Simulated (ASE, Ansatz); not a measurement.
## Atom list for Generalised stacking fault on (112) of a Nb-Li solid solution (54 atoms)

Bcc Nb lattice (a = 3.3949 Å, the value set for the mixture), cell with z along [112], 3 x 1 x 3 periods; the third cell vector is tilted by 0.917 of 1/2<111> (its sense, twinning or antitwinning, isn't checked) and lengthened by 0.2 Å, so the cell holds one fault; displaced by a Gaussian of 0.01 Å; 24 of 54 Nb sites given to Li at random (lattice constant by Vegard's rule between Nb and Li).

Calculated values (Ansatz 0.2.0, Kohn-Sham DFT, r2SCAN, PAW (set soft_2), plane waves; cutoff 500 eV, k-mesh 2×4×1, fermi-dirac smearing of 0.1 eV) for the geometry as built.

Extended XYZ; positions in Å, forces in eV/Å:

```xyz
54
Lattice="8.820 0.000 0.000 0.000 4.801 0.000 2.695 0.000 25.147" Properties=species:S:1:pos:R:3:forces:R:3 pbc="T T T"
Nb 5.894 4.799 24.951 -0.468 0.043 0.490
Nb 2.929 0.005 24.925 0.310 -0.010 0.248
Li 8.830 0.008 24.939 -0.207 -0.061 0.179
Nb 6.869 2.387 1.353 -0.787 0.079 -0.277
Nb 3.925 2.407 1.368 0.644 -0.042 -0.362
Li 0.987 2.404 1.377 0.108 -0.005 -0.169
Li 7.834 0.007 2.753 -0.178 -0.041 0.016
Li 4.889 0.001 2.778 0.312 0.003 -0.248
Nb 1.947 4.800 2.775 1.478 0.020 -1.564
Nb 5.886 2.396 4.151 -0.364 -0.012 0.118
Li 2.962 2.407 4.151 -0.274 -0.005 0.104
Li 8.818 2.392 4.152 0.018 0.011 -0.174
Nb 6.866 4.795 5.548 -2.208 0.017 -1.090
Nb 3.923 0.010 5.531 1.915 -0.013 -1.314
Li 0.972 4.793 5.531 0.107 0.010 0.079
Li 7.844 2.401 6.928 -0.110 -0.019 -0.287
Li 4.897 2.399 6.919 0.238 0.020 0.006
Li 1.948 2.404 6.900 0.172 0.002 -0.119
Li 5.878 0.003 8.315 -0.208 0.001 0.093
Li 2.939 0.024 8.303 0.018 -0.078 0.176
Li 8.828 4.793 8.316 -0.081 0.013 -0.046
Nb 6.863 2.406 9.678 -1.439 -0.017 1.594
Nb 3.928 2.389 9.702 1.760 0.086 1.868
Li 9.787 2.396 9.696 -0.039 0.015 0.242
Nb 7.844 0.005 11.083 -1.376 -0.004 0.751
Nb 4.897 0.004 11.090 0.235 0.003 0.279
Li 1.948 0.017 11.090 0.349 -0.052 -0.116
Nb 5.873 2.405 12.479 -0.273 -0.023 -0.931
Nb 2.937 2.395 12.473 0.708 0.023 -0.398
Li 8.809 2.407 12.472 -0.152 -0.014 -0.191
Nb 6.861 4.795 13.855 0.187 0.064 -0.141
Nb 3.906 0.023 13.828 -0.075 -0.073 -0.852
Nb 9.799 0.002 13.853 -0.112 0.029 -0.082
Nb 7.842 2.411 15.240 -0.183 -0.009 0.274
Li 4.894 2.411 15.249 -0.066 -0.043 -0.014
Li 1.952 2.411 15.243 0.297 -0.018 -0.185
Nb 5.873 4.771 16.627 1.100 0.092 0.174
Li 2.946 4.797 16.634 -0.352 0.019 0.009
Li 8.820 0.010 16.609 0.029 -0.005 0.150
Nb 6.862 2.394 18.001 0.620 -0.009 -0.016
Li 3.937 2.408 18.006 0.036 -0.036 -0.056
Nb 9.810 2.410 18.005 -1.052 0.009 0.740
Nb 7.849 4.797 19.390 -0.068 0.053 -0.245
Nb 4.907 4.793 19.409 0.167 0.020 0.551
Nb 10.794 0.005 19.408 -0.409 -0.015 0.573
Nb 5.886 2.408 20.786 -0.161 -0.011 -0.071
Nb 2.922 2.414 20.765 -0.118 -0.002 -0.279
Li 8.817 2.417 20.796 -0.014 -0.057 -0.211
Nb 6.847 0.007 22.157 0.225 -0.024 0.106
Nb 3.926 0.007 22.167 -0.350 0.001 -0.320
Nb 9.782 0.003 22.149 0.309 0.039 -0.191
Nb 7.840 2.391 23.549 -0.220 0.038 0.716
Li 4.892 2.408 23.549 -0.167 -0.013 0.295
Li 10.780 2.404 23.556 0.170 0.002 0.118
```

The cell is under 6 Å thick along one periodic direction, so every atom has periodic images of itself close by, which move with it and show among its neighbours and in g(r).

The r.m.s. force component is 0.504 eV/Å; the longest force, 2.57 eV/Å, acts on Nb23.

[Logs are printed without paths, hosts, clocks, repeated set-up lines and the standing remarks that a program may print on its own settings, such as how far it seeks lower states.]

[Hosts, paths, dates, database ids (printed as entryN), source tags and the programs' standing remarks are cut or masked in the printed files.]
